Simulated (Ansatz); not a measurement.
# Where H_i (bond centre, by F) puts its levels in the gap of NaF (Fm-3m)

Aim: at which Fermi levels does H_i (bond centre, by F) in NaF (Fm-3m) change its charge? The model is a cell of 54 host atoms with 1 H put in.

Program: Ansatz 0.2.0. Level of theory: place-levels on HSE06 runs: charge-transition levels and formation energies with image-charge correction and potential alignment at the atomic sites. Results are calculated unless marked as measured.

Report form: the programs' logs are mostly left out.

## 1. The structure

The cell holds 55 atoms: 27 Na, 27 F and 1 H. Its edges and angles: a = 9.816 Å, b = 9.816 Å, c = 9.816 Å, α = 60.0°, β = 60.0°, γ = 60.0°. It derives from NaF (space group Fm-3m). Nearest the centre at fractional (0.417, 0.583, 0.583): H55 at 0.00 Å, F28 at 1.16 Å, Na35 at 1.16 Å, Na51 at 2.59 Å, Na47 at 2.59 Å, Na29 at 2.59 Å, Na33 at 2.59 Å, F34 at 2.59 Å.

Structure file:

```xyz
55
Lattice="0.0000 6.9412 6.9412 6.9412 0.0000 6.9412 6.9412 6.9412 0.0000" Properties=species:S:1:pos:R:3 pbc="T T T"
Na    0.0000    0.0000    0.0000
F     2.3137    2.3137    2.3137
Na    2.3137    2.3137    0.0000
F     4.6275    4.6275    2.3137
Na    4.6275    4.6275    0.0000
F     6.9412    6.9412    2.3137
Na    2.3137    0.0000    2.3137
F     4.6275    2.3137    4.6275
Na    4.6275    2.3137    2.3137
F     6.9412    4.6275    4.6275
Na    6.9412    4.6275    2.3137
F     9.2550    6.9412    4.6275
Na    4.6275    0.0000    4.6275
F     6.9412    2.3137    6.9412
Na    6.9412    2.3137    4.6275
F     9.2550    4.6275    6.9412
Na    9.2550    4.6275    4.6275
F    11.5687    6.9412    6.9412
Na    0.0000    2.3137    2.3137
F     2.3137    4.6275    4.6275
Na    2.3137    4.6275    2.3137
F     4.6275    6.9412    4.6275
Na    4.6275    6.9412    2.3137
F     6.9412    9.2550    4.6275
Na    2.3137    2.3137    4.6275
F     4.6275    4.6275    6.9412
Na    4.6275    4.6275    4.6275
F     6.9412    6.9412    6.9412
Na    6.9412    6.9412    4.6275
F     9.2550    9.2550    6.9412
Na    4.6275    2.3137    6.9412
F     6.9412    4.6275    9.2550
Na    6.9412    4.6275    6.9412
F     9.2550    6.9412    9.2550
Na    9.2550    6.9412    6.9412
F    11.5687    9.2550    9.2550
Na    0.0000    4.6275    4.6275
F     2.3137    6.9412    6.9412
Na    2.3137    6.9412    4.6275
F     4.6275    9.2550    6.9412
Na    4.6275    9.2550    4.6275
F     6.9412   11.5687    6.9412
Na    2.3137    4.6275    6.9412
F     4.6275    6.9412    9.2550
Na    4.6275    6.9412    6.9412
F     6.9412    9.2550    9.2550
Na    6.9412    9.2550    6.9412
F     9.2550   11.5687    9.2550
Na    4.6275    4.6275    9.2550
F     6.9412    6.9412   11.5687
Na    6.9412    6.9412    9.2550
F     9.2550    9.2550   11.5687
Na    9.2550    9.2550    9.2550
F    11.5687   11.5687   11.5687
H     8.0981    6.9412    6.9412
```

Screening for the image-charge correction: ε∞ = 1.90, ε0 = 5.29, computed on the host (DFPT, PBEsol).

The cell's shortest repeat is 9.8 Å.

## 2. What was run first

Levels follow from differences of total energies between charge states, each relaxed by itself.

Each atom starts 0.05 Å or so off its site in a random direction: a symmetric start keeps its symmetry, and would miss off-centre moves and Jahn–Teller distortions. Forces are taken at one point at (¼, ¼, ¼). The cell holds 1 electron more than the neutral one, with a uniform background that keeps it neutral on the whole.

One state's input; the others differ in charge, spin, start and seed, and in occupations where the table says so.

qm1.relax/input.yaml reads:

```yaml
crystal:
  lattice:
    - [0.0, 2.31374787, 2.31374787]
    - [2.31374787, 0.0, 2.31374787]
    - [2.31374787, 2.31374787, 0.0]
  atoms:
    - { symbol: Na, position: [0.0, 0.0, 0.0] }
    - { symbol: F, position: [0.5, 0.5, 0.5] }
  supercell: [3, 3, 3]
  defects:
    - { interstitial: { symbol: H, position: [0.416667, 0.583333, 0.583333] } }
total_charge: -1
basis:
  ecutwfc: 420
  xc_grid: 2
hamiltonian:
  xc: pbesol
kpoints:
  mp_grid: { grid: [1, 1, 1], shift: [0.25, 0.25, 0.25] }
scf:
  occupations: { method: fixed }
  max_iter: 100
output:
  forces: true
  charged_corrections:
    epsilon: 1.9
    static_epsilon: 5.29
    defect_position: [0.416667, 0.583333, 0.583333]
relax:
  f_tol: 0.02
  max_steps: 60
  random_displacement: { amplitude: 0.05, seed: 9227 }
checkpoint:
  write: "../qm1.relax.run"
  compress: false
  write_wavefunctions: true
  write_every: 100000
```

Launch:

```bash
> ansatz run input.yaml --threads 32 --pin off --max-ram 84787MiB --backend cuda --events-out ev --progress --plain --runs-dir out --max-vram 78GiB
```

Exact exchange opens the gap and lessens the self-interaction that spreads bound carriers; this run is a single point that starts from the saved hybrid relaxation.

The run of this state that the levels use, under HSE06:

qm1.hybq/input.yaml reads:

```yaml
crystal:
  checkpoint: "../qm1.hrelax.run"
  host: checkpoint
total_charge: -1
basis:
  ecutwfc: 420
  xc_grid: 2
hamiltonian:
  xc: hse06
kpoints:
  mp_grid: { grid: [1, 1, 1], shift: [0.25, 0.25, 0.25] }
scf:
  occupations: { method: fixed }
  max_iter: 100
output:
  forces: true
  charged_corrections:
    epsilon: 1.9
    static_epsilon: 5.29
    defect_position: [0.416667, 0.583333, 0.583333]
  eigenvalues: true
checkpoint:
  read: "../qm1.hrelax.run"
  write: "../qm1.hybq.run"
  compress: false
  write_wavefunctions: false
  write_every: 100000
```

Relaxations under PBEsol at one point at (¼, ¼, ¼); times on 1 × NVIDIA GB200 with 32 threads of Arm Neoverse V2, shared host:

| charge | moment (μB) | occupations | outcome | steps | largest displacement against the far atoms (Å) | time |
| --- | --- | --- | --- | --- | --- | --- |
| −1 | 0 | fixed | converged | 13 | 1.61 | 6.1 s |
| 0 | 1 | fixed | converged | 15 | 1.62 | 9.2 s |
| +1 | 0 | fixed | converged | 13 | 1.15 | 5.8 s |

Relaxations under HSE06 at the zone centre alone; times on 1 × NVIDIA GB200 with 32 threads of Arm Neoverse V2, shared host:

| charge | moment (μB) | occupations | outcome | steps | largest displacement against the far atoms (Å) | time |
| --- | --- | --- | --- | --- | --- | --- |
| −1 | 0 | fixed | converged | 2 | 1.62 | 5.4 s |
| 0 | 1 | fixed | converged | 1 | 1.62 | 5.3 s |
| +1 | 0 | fixed | converged | 3 | 1.15 | 9.2 s |

Single points under HSE06 at one point at (¼, ¼, ¼); times on 1 × NVIDIA GB200 with 32 threads of Arm Neoverse V2, shared host:

| charge | moment (μB) | occupations | outcome | time |
| --- | --- | --- | --- | --- |
| −1 | 0 | fixed | converged | 4.2 s |
| 0 | 1 | fixed | converged | 7.9 s |
| +1 | 0 | fixed | converged | 4.8 s |

Distances (Å) from H55 to the nearest atoms after relaxation with HSE06:

| charge | moment (μB) | 1. | 2. | 3. | 4. | 5. | 6. |
| --- | --- | --- | --- | --- | --- | --- | --- |
| −1 | 0 | Na 1.97 | Na 1.97 | Na 1.97 | Na 1.97 | F 2.39 | F 2.39 |
| 0 | 1 | Na 2.09 | Na 2.09 | Na 2.09 | F 2.09 | Na 2.09 | F 2.10 |
| +1 | 0 | F 1.14 | F 1.14 | Na 2.04 | Na 2.04 | F 2.83 | F 2.83 |

## 3. Levels against the band edges, HSE06, the zone centre alone

qm1.hyb/input.yaml, as its differences from qm1.hybq/input.yaml of step 2:

```diff
@@ -10,3 +10,3 @@
 kpoints:
-  mp_grid: { grid: [1, 1, 1], shift: [0.25, 0.25, 0.25] }
+  mp_grid: { grid: [1, 1, 1] }
 scf:
@@ -21,5 +21,6 @@
   eigenvalues: true
+  eigenstates: { localisation: true }
 checkpoint:
   read: "../qm1.hrelax.run"
-  write: "../qm1.hybq.run"
+  write: "../qm1.hyb.run"
   compress: false
```

Run time: 3.2 s. Hardware: 1 × NVIDIA GB200 with 32 threads of Arm Neoverse V2, shared host; peak memory 1.3 GiB; 10 s of CPU time.

levels.hyb.yaml reads:

```yaml
host:
  run: host.hyb.run
states: [qm1.hyb.run, q0_M1.hyb.run, qp1.hyb.run]
geometry_from:
  qm1.hyb.run: qm1.hrelax.run
  q0_M1.hyb.run: q0_M1.hrelax.run
  qp1.hyb.run: qp1.hrelax.run
chemical_potentials:
  H:
    energy: -15.897708
    dataset: "<sha256 of the dataset>"
```

Launch:

```bash
> ansatz place-levels levels.hyb.yaml -- --threads 32 --pin off --max-ram 84787MiB
```

The job ended after 0.17 s (32 threads).

Under HSE06 the gap is 8.51 eV, (+1/0) 6.68, (0/−1) 6.34 eV; the steps are inverted, so the lowest state changes at (+1/−1) 6.51 eV.

## 4. Placing the levels, HSE06, one point at (¼, ¼, ¼)

A charged cell interacts with its images and the background, and its potential has another zero than the host's. place-levels removes the first by a point-charge model, screened by the static dielectric constant since the ions have relaxed around the charge, and the second by comparing potentials at atoms far from the defect.

The host is a run of the defect-free crystal in the same cutoffs, grids and k-points, so that basis and sampling errors cancel in part in the differences. The host is run in a cell of 2 atoms on a matching mesh. Its band edges are searched through the zone by a band path, so the gap is smaller than, or equal to, that on the mesh. Chemical potentials are energies per atom of H (H2 molecule), run with the same functional and cutoff.

levels.hybq.yaml reads:

```yaml
host:
  run: host.hybq.run
states: [qm1.hybq.run, q0_M1.hybq.run, qp1.hybq.run]
geometry_from:
  qm1.hybq.run: qm1.hrelax.run
  q0_M1.hybq.run: q0_M1.hrelax.run
  qp1.hybq.run: qp1.hrelax.run
chemical_potentials:
  H:
    energy: -15.897708
    dataset: "<sha256 of the dataset>"
```

Launch:

```bash
> ansatz place-levels levels.hybq.yaml -- --threads 32 --pin off --max-ram 84787MiB
```

Elapsed: 0.15 s, on 32 threads.

Under HSE06 the gap is 8.50 eV, (+1/0) 6.68, (0/−1) 6.37 eV; the steps are inverted, so the lowest state changes at (+1/−1) 6.52 eV; the stage before (HSE06, at other k-points) gave a gap of 8.51 eV and levels within 0.03 eV of these.

Levels between the charges placed, in eV above the valence top:

|  | gap (eV) | (+1/0) | (0/−1) |
| --- | --- | --- | --- |
| HSE06 | 8.50 | 6.68 | 6.37 |

Corrections by state:

| charge | moment (μB) | image terms and alignment (eV) | band filling (eV) | ε used | over the lowest of its charge, as the program ranks them, band filling apart (eV) |
| --- | --- | --- | --- | --- | --- |
| +1 | 0.0 | 0.482 | - | 5.29 | 0.000 |
| 0 | 1.0 | 0.000 | - | - | 0.000 |
| −1 | 0.0 | 0.438 | - | 5.29 | 0.000 |

From the program's caveats on the states, each cut to its opening words:

- charge +1, −1: how wide its charge is, is not read beside other atoms or cores, and a band state would take no correction
- charge +1, 0 (1 μB), −1: its alignment with the host at atomic sites is doubtful: the cell is too small to show whether the defect's potential has decayed: take a larger one
- charge +1: the far atoms show a dipole or second moment of the defect's charge, for which the correction takes or leaves out 0.197 eV: further moments aren't read, and [...]
- charge 0 (1 μB): flagged: stability check not made
- charge −1: its displacements don't fall off away from the defect: farther atoms stand 0.027 Å off the host's places

Chemical potentials of the elements' reference phases, run alike. Formation energies (elemental references), with the Fermi level at the valence top and at the conduction bottom (gap 8.50 eV):

| charge | at valence top (eV) | at conduction bottom (eV) | correction included (eV) |
| --- | --- | --- | --- |
| +1 | -3.48 | 5.03 | 0.48 |
| 0 | 3.20 | 3.20 | 0.00 |
| −1 | 9.57 | 1.06 | 0.44 |

```tsv
Fermi level (eV)	lowest formation energy (eV)
0.00	-3.48
0.77	-2.71
1.54	-1.93
2.32	-1.16
3.09	-0.39
3.86	0.38
4.64	1.16
5.41	1.94
6.19	2.71
6.96	2.61
7.73	1.84
8.50	1.06
```

## 5. Levels against the band edges, PBE0 form with 0.526 exact exchange

PBE0 form with 0.526 exact exchange on the same structure is run to see how far the result rests on the functional.

qm1.hyb2/input.yaml, as its differences from qm1.hyb/input.yaml of step 3:

```diff
@@ -8,3 +8,3 @@
 hamiltonian:
-  xc: hse06
+  xc: { preset: pbe0, exx: 0.526 }
 kpoints:
@@ -21,6 +21,5 @@
   eigenvalues: true
-  eigenstates: { localisation: true }
 checkpoint:
   read: "../qm1.hrelax.run"
-  write: "../qm1.hyb.run"
+  write: "../qm1.hyb2.run"
   compress: false
```

Wall time 4.3 s (1 × NVIDIA GB200 with 32 threads); peak memory 1.4 GiB.

levels.hyb2.yaml reads:

```yaml
host:
  run: host.hyb2.run
states: [qm1.hyb2.run, q0_M1.hyb2.run, qp1.hyb2.run]
geometry_from:
  qm1.hyb2.run: qm1.hrelax.run
  q0_M1.hyb2.run: q0_M1.hrelax.run
  qp1.hyb2.run: qp1.hrelax.run
```

Launch:

```bash
> ansatz place-levels levels.hyb2.yaml -- --threads 32 --pin off --max-ram 84787MiB
```

The job ended after 0.16 s (32 threads).

Under PBE0 form with 0.526 exact exchange the gap is 12.63 eV, (+1/0) 9.42, (0/−1) 9.00 eV; the steps are inverted, so the lowest state changes at (+1/−1) 9.21 eV; the stage before (HSE06, at other k-points) gave a gap of 8.50 eV and levels within 2.74 eV of these.

## 6. The ladder

Levels between neighbouring charges, in eV above each run's own valence top:

|  | gap (eV) | (+1/0) | (0/−1) | GPU time a state at this stage (restarts are quicker than cold starts) |
| --- | --- | --- | --- | --- |
| HSE06, zone centre alone | 8.51 | 6.68 | 6.34 | 4.5 s |
| HSE06, (¼, ¼, ¼) | 8.50 | 6.68 | 6.37 | 5.7 s |
| PBE0 form with 0.526 exact exchange on HSE06 structures, zone centre alone | 12.63 | 9.42 | 9.00 | 5.2 s |

## 7. Outcome

| Quantity | Value |
| --- | --- |
| gap of the host | 8.50 eV (HSE06) |
| level (plus 1/0) | 6.68 eV above the valence top, not a change between lowest states |
| level (0/minus 1) | 6.37 eV above the valence top, not a change between lowest states |
| level (plus 1/minus 1) | 6.52 eV above the valence top |
| lowest of the charges placed, just above the valence top (0.02 eV) | +1 |
| lowest of the charges placed, just below the conduction bottom (0.02 eV) | −1 |
| lowest formation energy at mid-gap of the charges run, elemental references | 0.77 eV |

**Reading.** Of the charges placed (−1, 0 and +1), the lowest changes at 6.52 eV (+1/−1) above the valence top, in a gap of 8.50 eV. (+1/−1) passes over charge 0, which lies 0.15 eV above the two there; a lower structure or spin state of it, if missed, would change that. Charges above +1 and below −1 were not placed, so these runs say nothing of levels that involve them. States placed: +1 at 0 μB; 0 at 1 μB; −1 at 0 μB. Other spin states or structures, where not listed, weren't placed. At charge −1, 0 and +1 the atom put in ends up to 1.6 Å from its starting place, so the name tells the start alone and the levels can join different sites. H is taken at its element; compounds, which aren't counted here, bound the chemical potentials and would shift these formation energies. The program doubts the alignment of potentials for at least one state, a sign that the cell is small. Keep in mind: one k-point off the zone centre stands for the whole zone; where a gas molecule sets a chemical potential or the host's formation energy, its binding is uncorrected.

[Logs are printed without paths, hosts, clocks, repeated set-up lines and the standing remarks that a program may print on its own settings, such as how far it seeks lower states.]

[Hosts, paths, dates, database ids (printed as entryN), source tags and the programs' standing remarks are cut or masked in the printed files.]

[Where a table of states has a column of steps, it counts the stored structures, which are thinned; the runs took as many ionic steps or more.]

[A defect's name tells the site on which it was built; relaxed atoms can leave that site.]

[For some hosts the program warned that the k-mesh of the response run may be too coarse for force constants and the static dielectric constant; such warnings are not shown here.]
